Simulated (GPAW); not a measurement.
# Calculated records

```xyz
3
Lattice="0.000 3.488 3.488 3.488 0.000 3.488 3.488 3.488 0.000" Properties=species:S:1:pos:R:3 pbc="T T T" subject="A GW chain in GPAW: SrCl2 (Fm-3m)" method="DFT, LDA, plane waves, PAW (and 1 further level or step)" program="GPAW 26.7.0" settings_of_one_run="cutoff 450 eV, GPAW PAW setups 1.2.1 data release, 4×4×4 k-mesh, nbands 111" cost="3 runs, 47 s in all on 4 MPI ranks of Arm Neoverse V1, shared host (the runs of this entry)" notes="The cell and positions come from the Crystallography Open Database and are kept as given unless a step says otherwise. Limits: no spin-orbit coupling. Bands and cutoff are finite, so the gap is not at the basis limit. The miss can reach some tenths of an eV and take either sign; the mesh is an error of its own." lda_gap="4.88 eV, indirect" g0w0_gap_on_the_mesh="7.13 eV" gw_settings="4×4×4 mesh, 101 bands, screening to 65 eV, Godby-Needs plasmon pole" known_limits="not at the basis limit; no spin-orbit coupling"
Sr    0.000    0.000    0.000
Cl    1.744    1.744    1.744
Cl    5.233    5.233    5.233
```

[Paths, hosts, dates, memory and timing lines, banners, echoed tables and standing remarks are left out of the program output.]

[Logs are printed without paths, hosts, clocks, repeated set-up lines and the standing remarks that a program may print on its own settings, such as how far it seeks lower states.]

[Runs of the session that timed out or met a known fault of the program may be left out.]

[Hosts, paths, dates, database ids (printed as entryN), source tags and the programs' standing remarks are cut or masked in the printed files.]
